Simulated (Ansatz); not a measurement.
# How Sr(100) screens a field

Wanted: the response of a Sr(100) slab to a perpendicular field.

Method: plane-wave DFT, r2SCAN, Ansatz PAW, in Ansatz 0.2.0.

## Step 1: The system as given

The cell holds 7 atoms: 7 Sr. Its edges and angles: a = 4.299 Å, b = 4.299 Å, c = 36.240 Å, α = 90.0°, β = 90.0°, γ = 90.0°. Vacuum lies along c.

## Step 2: Atoms held, field 0

A sawtooth potential applies the field, turning back in the middle of the vacuum. With the dipole correction the typed value is the field outside the slab. The induced dipole is small, so the SCF threshold is tight.

Contents of input.yaml:

```yaml
crystal:
  lattice:
    - [4.2992092296, 0.0, 0.0]
    - [0.0, 4.2992092296, 0.0]
    - [0.0, 0.0, 36.24]
  atoms:
    - { symbol: Sr, position: [0.0, 0.0, 0.2483443709] }
    - { symbol: Sr, position: [0.5, 0.5, 0.3322295806] }
    - { symbol: Sr, position: [0.0, 0.0, 0.4161147903] }
    - { symbol: Sr, position: [0.5, 0.5, 0.5] }
    - { symbol: Sr, position: [0.0, 0.0, 0.5838852097] }
    - { symbol: Sr, position: [0.5, 0.5, 0.6677704194] }
    - { symbol: Sr, position: [0.0, 0.0, 0.7516556291] }
kpoints:
  mp_grid: { grid: [12, 12, 1] }
hamiltonian:
  xc: r2scan
scf:
  occupations: { method: fermi_dirac, width: 0.1 }
  convergence: { dr2_threshold: 1.0e-10 }
efield:
  axis: 3
  dipole_correction: true
  ramp_position: 0.97
  ramp_width: 0.06
  amplitude: 0
output:
  forces: true
  write_potential: true
  write_density: true
  volumetric_format: npy
```

The run is started by

```console
$ ansatz run input.yaml --threads 4 --pin off --max-ram 6144MiB --backend cpu --events-out ev --progress --plain --runs-dir out
```

Output:

```text
Engine: ansatz 0.2.0, x86_64-unknown-linux-gnu
Pseudopotentials: kind: paw
Pseudopotential: Sr, paw, valence charge 10, recommended cutoff 500 eV (meta_gga), Sr.paw.azcp
Functional definition: r2SCAN
  parameter k0 = 0.174
  parameter k1 = 0.065
  parameter a1 = 4.9479
  exchange = r2scan_x(k0 = k0, k1 = k1, a1 = a1)
  correlation = r2scan_c
Crystal: 7 atoms, lattice volume = 669.831 Å³
Basis set: ecut = 500 eV, 16989 PW (Γ), exchange–correlation on 128×128×1080 points (64 copies of the dense FFT grid, shifted against one another)
Bands: 42, of which v1, the nominal top of the filled ones, is band 35 counted from 1 (34 counted from 0)
Symmetry: 8 space group operations
k-points: 28 of 144
Non-local potential: Sr, projectors of the file, l = 0: 3, l = 1: 2, l = 2: 2
PAW form: soft (Blöchl's): semilocal exchange-correlation on the pseudo side does not see the compensation charge
PAW frozen core: Sr, regenerated for the run's functional (the file was generated under x = pbe(κ = 0.804, μ = 0.219515), c = pbe(β = 0.066725))
PAW one-centre angular grid: Sr, 302 points (default); XC on 160 Gauss nodes
Initial density: superposition of atomic densities (neutral atoms: chi_scale 0, normalization atom), corrected by the library's trained network
Initial wavefunctions: pseudopotential atomic-orbital guess
Functional: x = r2scan, c = r2scan; τ floored in thin density (d = 2e-4 eV/Å³)
SCF iter   1: F=—  HF=-24885.016785 eV  |F-HF|=—  |Δ(HF+E_count)|=         —  Δρ=3.30e-3  dr2=4.21e0  dr2_τ=1.44e-2  ethr=1.77e-3  p=0.000 e·Å  D=2.25e-14 V/Å  ΔV_dip=-0.00 eV  dr2_dipole=2.15e-8  V_vac-E_F(+/−)=2.22/2.22 eV  ⟨swp⟩=16.3  Hψ=18646  notcnv=0
efield: sawtooth ramp at fractional position 0.9700 (set: `efield.ramp_position`, or a place that a band, a saddle search or an elastic batch's reference lends), width 0.0600; the density the first Hamiltonian is built on has a dipole p = 0.000 e·Å; the dipole correction subtracts the counter field D = 2.25e-14 V/Å, which shifts the + side's vacuum level by -0.00 eV against the − side's; the planar-averaged density in the ramp window peaks in size at 6.7e-7 e/Å³
automatic band count: the SCF goes on with 49 bands, as 42 were too few: the levels above may hold too much charge
preconditioner: auto → LDOS  [metal: Δε(μ)=0.004 eV  Ē_g=2.387 eV  σ=0.100 eV  W_gap=0.01  n_scr=72 (ndim 8)  ℏωp=5.4 eV  f_vac=0.365  D(μ)=8.76/eV (n_scr^D=36)  β→1.0]
SCF iter   2: F=—  HF=-24885.068447 eV  |F-HF|=—  |Δ(HF+E_count)|=   5.17e-2  Δρ=1.13e-3  dr2=6.83e-2  dr2_τ=2.18e-3  ethr=1.77e-3  p=-0.000 e·Å  D=-4.07e-6 V/Å  ΔV_dip=0.00 eV  dr2_dipole=4.16e-8  V_vac-E_F(+/−)=2.50/2.50 eV  ⟨swp⟩=3.2  Hψ=1908  notcnv=0
SCF iter   3: F=—  HF=-24885.085737 eV  |F-HF|=—  |Δ(HF+E_count)|=   1.73e-2  Δρ=6.12e-4  dr2=1.09e-2  dr2_τ=4.37e-4  ethr=9.76e-5  p=0.000 e·Å  D=1.02e-5 V/Å  ΔV_dip=-0.00 eV  dr2_dipole=3.02e-8  V_vac-E_F(+/−)=2.51/2.51 eV  ⟨swp⟩=2.6  Hψ=2357  notcnv=0
SCF iter   4: F=—  HF=-24885.085428 eV  |F-HF|=—  |Δ(HF+E_count)|=   3.09e-4  Δρ=1.85e-4  dr2=5.35e-4  dr2_τ=1.96e-5  ethr=1.56e-5  p=-0.000 e·Å  D=-1.47e-6 V/Å  ΔV_dip=0.00 eV  dr2_dipole=2.48e-9  V_vac-E_F(+/−)=2.55/2.55 eV  ⟨swp⟩=2.5  Hψ=2164  notcnv=0
SCF iter   5: F=—  HF=-24885.085748 eV  |F-HF|=—  |Δ(HF+E_count)|=   3.20e-4  Δρ=7.74e-5  dr2=1.55e-4  dr2_τ=7.54e-6  ethr=7.65e-7  p=0.000 e·Å  D=1.53e-6 V/Å  ΔV_dip=-0.00 eV  dr2_dipole=6.80e-9  V_vac-E_F(+/−)=2.56/2.56 eV  ⟨swp⟩=2.0  Hψ=2271  notcnv=0
SCF iter   6: F=—  HF=-24885.085758 eV  |F-HF|=—  |Δ(HF+E_count)|=   9.79e-6  Δρ=1.85e-5  dr2=1.12e-5  dr2_τ=9.12e-8  ethr=2.22e-7  p=-0.000 e·Å  D=-6.33e-8 V/Å  ΔV_dip=0.00 eV  dr2_dipole=1.38e-10  V_vac-E_F(+/−)=2.56/2.56 eV  ⟨swp⟩=2.6  Hψ=2383  notcnv=0
SCF iter   7: F=—  HF=-24885.085762 eV  |F-HF|=—  |Δ(HF+E_count)|=   4.91e-6  Δρ=6.62e-6  dr2=1.98e-6  dr2_τ=5.18e-8  ethr=1.60e-8  p=0.000 e·Å  D=1.67e-7 V/Å  ΔV_dip=-0.00 eV  dr2_dipole=3.27e-13  V_vac-E_F(+/−)=2.56/2.56 eV  ⟨swp⟩=2.0  Hψ=2310  notcnv=0
SCF iter   8: F=—  HF=-24885.085984 eV  |F-HF|=—  |Δ(HF+E_count)|=   2.21e-4  Δρ=1.87e-6  dr2=7.36e-8  dr2_τ=1.25e-9  ethr=2.83e-9  p=-0.000 e·Å  D=-7.40e-8 V/Å  ΔV_dip=0.00 eV  dr2_dipole=8.72e-13  V_vac-E_F(+/−)=2.56/2.56 eV  ⟨swp⟩=1.9  Hψ=1458  notcnv=0
SCF iter   9: F=—  HF=-24885.085984 eV  |F-HF|=—  |Δ(HF+E_count)|=   3.84e-8  Δρ=8.43e-7  dr2=1.14e-8  dr2_τ=7.26e-10  ethr=1.05e-10  p=0.000 e·Å  D=6.48e-8 V/Å  ΔV_dip=-0.00 eV  dr2_dipole=1.76e-12  V_vac-E_F(+/−)=2.56/2.56 eV  ⟨swp⟩=3.1  Hψ=2704  notcnv=0
SCF iter  10: F=—  HF=-24885.085984 eV  |F-HF|=—  |Δ(HF+E_count)|=   4.29e-9  Δρ=1.99e-7  dr2=1.16e-9  dr2_τ=3.38e-11  ethr=1.63e-11  p=0.000 e·Å  D=3.21e-9 V/Å  ΔV_dip=-0.00 eV  dr2_dipole=4.36e-14  V_vac-E_F(+/−)=2.56/2.56 eV  ⟨swp⟩=2.7  Hψ=2418  notcnv=0
SCF iter  11: F=-24885.085984 eV  HF=-24885.085984 eV  |F-HF|=8.37e-11  |Δ(HF+E_count)|=  6.73e-10  Δρ=4.65e-8  dr2=4.48e-11  dr2_τ=1.24e-12  ethr=1.00e-12  p=0.000 e·Å  D=2.01e-9 V/Å  ΔV_dip=-0.00 eV  dr2_dipole=2.18e-16  V_vac-E_F(+/−)=2.56/2.56 eV  ⟨swp⟩=11.3  Hψ=9761  notcnv=0
SCF 1 converged in 11 iterations: F = -24885.085984 eV  dr2 = 4.48e-11
  greatest PAW one-centre occupation: 0.989 electrons in one spin orbital (limit 2), on the Sr atom at site 6 (counted from 0), in its partial waves of l = 0
WARN: The output density's exchange-correlation potential varies sharply where the density is thin. Do not read a vacuum level from v_tot or v_xc, or from such a field of the output density. On a cell that repeats whose density bears no net charge and no dipole along the vacuum's axis use v_es (v_loc + v_h of the components); under efield.dipole_correction with no amplitude use v_es + v_field, which holds any externa [...]
SCF converged after 11 iterations
Free energy (F): -24885.085984 eV
Harris-Foulkes:  -24885.085984 eV  (|F-HF|=8.37e-11)
Internal energy: -24884.801410 eV  (E = F + TS)
E sigma→0 (E₀):  -24884.943697 eV
Entropy (-TS):   -0.284573 eV (-40.653 meV/atom)
Fermi energy:    1.911909 eV
Dipole field:    D = 0.000000 V/Å  (p = 0.000000 e·Å, saw-weighted, corrected)
Work function:   Φ+ = 2.5608 eV   Φ− = 2.5608 eV
Levels:          The Fermi level and band energies are counted from a zero that moves with the ramp; work functions are not
--- Per-component energies (eV) ---
  E_band       = -1233.490272
  E_kinetic    = 1690.027085
  E_local      = -30640.837400  (includes V_loc(G=0)·N_el)
  E_nonlocal   = 1414.884151
  E_hartree    = 13872.829277
  E_xc         = -1125.718662
  E_vxc        = -1216.748066  (∫ρ·V_xc dr)
  E_paw        = -19010.034995  (= ΣΔE_a)
  E_vpaw       = -291.866424  (= ΣTr[D̂ρ^β])
  E_aug_tail   = -0.000004  (compensation charges beyond the density's cutoff)
  E_vtau       = 65.391870  (kinetic-family band-sum trace: ∫τ·v_τ [+ j·A + Jᵃ·Aᵃ] dr)
  E_efield     = 0.000000  (sawtooth field / dipole correction)
  E_vefield    = 0.000000  (∫n·V_field dr)
  E_ewald      = 8915.071394
  E_core_change = -1.022256  (= ΣΔE_core)
  E_smearing   = -0.284573  (= −TS)
  E_closure    = 0.000000  (closes the sum)
  Σ components = -24885.085984   (vs F -24885.085984, Δ=0.00e0)
--- Forces (eV/Å), atoms counted from 1 ---
  atom   1  Sr    -0.00000000     0.00000000     0.04104302
  atom   2  Sr     0.00000000     0.00000000    -0.05760770
  atom   3  Sr     0.00000000     0.00000000     0.00062341
  atom   4  Sr     0.00000000     0.00000000     0.00000000
  atom   5  Sr    -0.00000000     0.00000000    -0.00062339
  atom   6  Sr    -0.00000000     0.00000000     0.05760770
  atom   7  Sr     0.00000000     0.00000000    -0.04104319
  max |Σ_I F_I| component: 1.51e-7 eV/Å
--- Band table (eV; the first three rows and the last of 28) ---
  k-point 0: bands = [... 31 lower, -0.6243, 0.0080, 0.6370, 1.1391, 2.4052, 2.4208, 2.4875, 2.6058, ... 10 higher]
  k-point 1: bands = [... 31 lower, -0.5558, 0.0737, 0.7014, 1.2046, 2.4308, 2.4440, 2.4967, 2.6050, ... 10 higher]
  k-point 2: bands = [... 31 lower, -0.3571, 0.2627, 0.8856, 1.3918, 2.4120, 2.4828, 2.5572, 2.5746, ... 10 higher]
  k-point 27: bands = [... 31 lower, 1.6416, 1.8722, 1.9028, 2.0266, 2.4457, 2.4457, 2.4624, 2.4624, ... 10 higher]
```

Run time: 32 s. Hardware: 4 threads of Intel Xeon 6975P-C (Granite Rapids), shared host; peak memory 2.5 GiB.

In the SCF lines HF is the Harris–Foulkes energy and dr2 the Hartree energy of the density residual, in eV; the loop may stop once dr2 is under the threshold and the program's other checks hold. Hψ counts applications of the Hamiltonian.

Numbers from this step:

```
energy at zero smearing   : -24884.9437 eV
work function, upper face : 2.561 eV
dipole along the normal   : 4.76e-8 e·Å
```

Running mean over 3.04 Å of the planar mean; the ramp of the sawtooth is left out. Table of electron's electrostatic potential energy less the Fermi level by z:

```
z (Å)  electron's electrostatic potential energy less the Fermi level (eV)
    4                                                                 2.55
    5                                                                 2.50
    6                                                                 2.23
    7                                                                0.874
    8                                                                -3.21
    9                                                                -4.16
   10                                                                -4.04
   11                                                                -3.92
   12                                                                -3.90
   13                                                                -3.93
   14                                                                -3.95
   15                                                                -3.95
   16                                                                -3.95
   17                                                                -3.95
   18                                                                -3.95
   19                                                                -3.95
   20                                                                -3.95
   21                                                                -3.95
   22                                                                -3.95
   23                                                                -3.94
   24                                                                -3.91
   25                                                                -3.91
   26                                                                -4.00
   27                                                                -4.16
   28                                                                -3.70
   29                                                              -0.0131
   30                                                                 2.08
   31                                                                 2.47
   32                                                                 2.55
```

Force by atom:

```
atom  x (eV/Å)  y (eV/Å)  z (eV/Å)    size
 Sr1    0.0000    0.0000    0.0410  0.0410
 Sr2    0.0000    0.0000   -0.0576  0.0576
 Sr3    0.0000    0.0000    0.0006  0.0006
 Sr4    0.0000    0.0000    0.0000  0.0000
 Sr5    0.0000    0.0000   -0.0006  0.0006
 Sr6    0.0000    0.0000    0.0576  0.0576
 Sr7    0.0000    0.0000   -0.0410  0.0410
```

The work function of the upper face is 2.56 eV.

## Step 3: Atoms held, field 0.03 V/Å

input.yaml, as its differences from that of step 2:

```diff
@@ -25,3 +25,3 @@
   ramp_width: 0.06
-  amplitude: 0
+  amplitude: 0.03
 output:
```

Output:

```text
[...]
Crystal: 7 atoms, lattice volume = 669.831 Å³
Basis set: ecut = 500 eV, 16989 PW (Γ), exchange–correlation on 128×128×1080 points (64 copies of the dense FFT grid, shifted against one another)
Bands: 42, of which v1, the nominal top of the filled ones, is band 35 counted from 1 (34 counted from 0)
Symmetry: 8 space group operations
k-points: 28 of 144
[...]
k-point 0: bands = [... 31 lower, -0.6245, 0.0079, 0.6368, 1.1390, 2.3952, 2.4303, 2.4873, 2.6056, ... 10 higher]
  k-point 1: bands = [... 31 lower, -0.5560, 0.0736, 0.7012, 1.2044, 2.4214, 2.4526, 2.4969, 2.6048, ... 10 higher]
  k-point 2: bands = [... 31 lower, -0.3573, 0.2626, 0.8854, 1.3917, 2.4113, 2.4820, 2.5560, 2.5766, ... 10 higher]
  k-point 27: bands = [... 31 lower, 1.6415, 1.8720, 1.9026, 2.0265, 2.4455, 2.4455, 2.4622, 2.4622, ... 10 higher]
[key lines of the parts left out:]
SCF converged after 12 iterations
Free energy (F): -24885.087072 eV
Fermi energy:    1.911744 eV
Dipole field:    D = 0.019595 V/Å  (p = 0.072534 e·Å, saw-weighted, corrected)
```

The job ended after 32 s (4 threads; peak memory 2.5 GiB; 2.1 min of CPU time).

The dipole is 0.0725 e·Å.

## Step 4: Atoms held, field -0.03 V/Å

input.yaml, as its differences from that of step 3:

```diff
@@ -25,3 +25,3 @@
   ramp_width: 0.06
-  amplitude: 0.03
+  amplitude: -0.03
 output:
```

Output:

```text
[...]
Crystal: 7 atoms, lattice volume = 669.831 Å³
Basis set: ecut = 500 eV, 16989 PW (Γ), exchange–correlation on 128×128×1080 points (64 copies of the dense FFT grid, shifted against one another)
Bands: 42, of which v1, the nominal top of the filled ones, is band 35 counted from 1 (34 counted from 0)
Symmetry: 8 space group operations
k-points: 28 of 144
[...]
k-point 0: bands = [... 31 lower, -0.6245, 0.0079, 0.6368, 1.1390, 2.3952, 2.4303, 2.4873, 2.6056, ... 10 higher]
  k-point 1: bands = [... 31 lower, -0.5560, 0.0736, 0.7012, 1.2044, 2.4214, 2.4526, 2.4969, 2.6048, ... 10 higher]
  k-point 2: bands = [... 31 lower, -0.3573, 0.2626, 0.8854, 1.3917, 2.4113, 2.4820, 2.5560, 2.5766, ... 10 higher]
  k-point 27: bands = [... 31 lower, 1.6415, 1.8720, 1.9026, 2.0265, 2.4455, 2.4455, 2.4622, 2.4622, ... 10 higher]
[key lines of the parts left out:]
SCF converged after 12 iterations
Free energy (F): -24885.087072 eV
Fermi energy:    1.911745 eV
Dipole field:    D = -0.019594 V/Å  (p = -0.072532 e·Å, saw-weighted, corrected)
```

Run time: 32 s. Hardware: 4 threads; peak memory 2.5 GiB; 2 min of CPU time.

The dipole is -0.0725 e·Å.

## Step 5: Single point, field 0.1 V/Å

input.yaml, as its differences from that of step 4:

```diff
@@ -25,3 +25,3 @@
   ramp_width: 0.06
-  amplitude: -0.03
+  amplitude: 0.1
 output:
```

Output:

```text
[...]
Crystal: 7 atoms, lattice volume = 669.831 Å³
Basis set: ecut = 500 eV, 16989 PW (Γ), exchange–correlation on 128×128×1080 points (64 copies of the dense FFT grid, shifted against one another)
Bands: 42, of which v1, the nominal top of the filled ones, is band 35 counted from 1 (34 counted from 0)
Symmetry: 8 space group operations
k-points: 28 of 144
[...]
k-point 0: bands = [... 31 lower, -0.6261, 0.0063, 0.6352, 1.1373, 2.3574, 2.4635, 2.4857, 2.6040, ... 10 higher]
  k-point 1: bands = [... 31 lower, -0.5576, 0.0720, 0.6996, 1.2027, 2.3859, 2.4767, 2.5019, 2.6032, ... 10 higher]
  k-point 2: bands = [... 31 lower, -0.3589, 0.2610, 0.8838, 1.3900, 2.4042, 2.4750, 2.5491, 2.5897, ... 10 higher]
  k-point 27: bands = [... 31 lower, 1.6398, 1.8704, 1.9010, 2.0248, 2.4438, 2.4438, 2.4606, 2.4606, ... 10 higher]
[key lines of the parts left out:]
SCF converged after 14 iterations
Free energy (F): -24885.098074 eV
Fermi energy:    1.910081 eV
Dipole field:    D = 0.065330 V/Å  (p = 0.241832 e·Å, saw-weighted, corrected)
```

Elapsed: 34 s, on 4 threads; peak memory 2.5 GiB.

The dipole is 0.242 e·Å.

## Step 6: Single point, field -0.1 V/Å

input.yaml, as its differences from that of step 5:

```diff
@@ -25,3 +25,3 @@
   ramp_width: 0.06
-  amplitude: 0.1
+  amplitude: -0.1
 output:
```

Output:

```text
[...]
Crystal: 7 atoms, lattice volume = 669.831 Å³
Basis set: ecut = 500 eV, 16989 PW (Γ), exchange–correlation on 128×128×1080 points (64 copies of the dense FFT grid, shifted against one another)
Bands: 42, of which v1, the nominal top of the filled ones, is band 35 counted from 1 (34 counted from 0)
Symmetry: 8 space group operations
k-points: 28 of 144
[...]
k-point 0: bands = [... 31 lower, -0.6261, 0.0063, 0.6352, 1.1373, 2.3574, 2.4635, 2.4857, 2.6040, ... 10 higher]
  k-point 1: bands = [... 31 lower, -0.5576, 0.0720, 0.6996, 1.2027, 2.3859, 2.4767, 2.5019, 2.6032, ... 10 higher]
  k-point 2: bands = [... 31 lower, -0.3589, 0.2610, 0.8838, 1.3900, 2.4042, 2.4750, 2.5491, 2.5897, ... 10 higher]
  k-point 27: bands = [... 31 lower, 1.6398, 1.8704, 1.9010, 2.0248, 2.4438, 2.4438, 2.4606, 2.4606, ... 10 higher]
[key lines of the parts left out:]
SCF converged after 14 iterations
Free energy (F): -24885.098074 eV
Fermi energy:    1.910081 eV
Dipole field:    D = -0.065329 V/Å  (p = -0.241831 e·Å, saw-weighted, corrected)
```

It took 33 s on 4 threads; peak memory 2.5 GiB.

The dipole is -0.242 e·Å.

(Continued in part 2 of 2.)

[Long decimals in the printed logs are rounded to 6 places.]

[Logs are printed without paths, hosts, clocks, repeated set-up lines and the standing remarks that a program may print on its own settings, such as how far it seeks lower states.]

[Hosts, paths, dates, database ids (printed as entryN), source tags and the programs' standing remarks are cut or masked in the printed files.]

[Maps of the electrostatic potential energy from Ansatz leave out the sawtooth potential of an applied field or a dipole correction, so their vacuum need not be flat; planar profiles and work functions include it.]
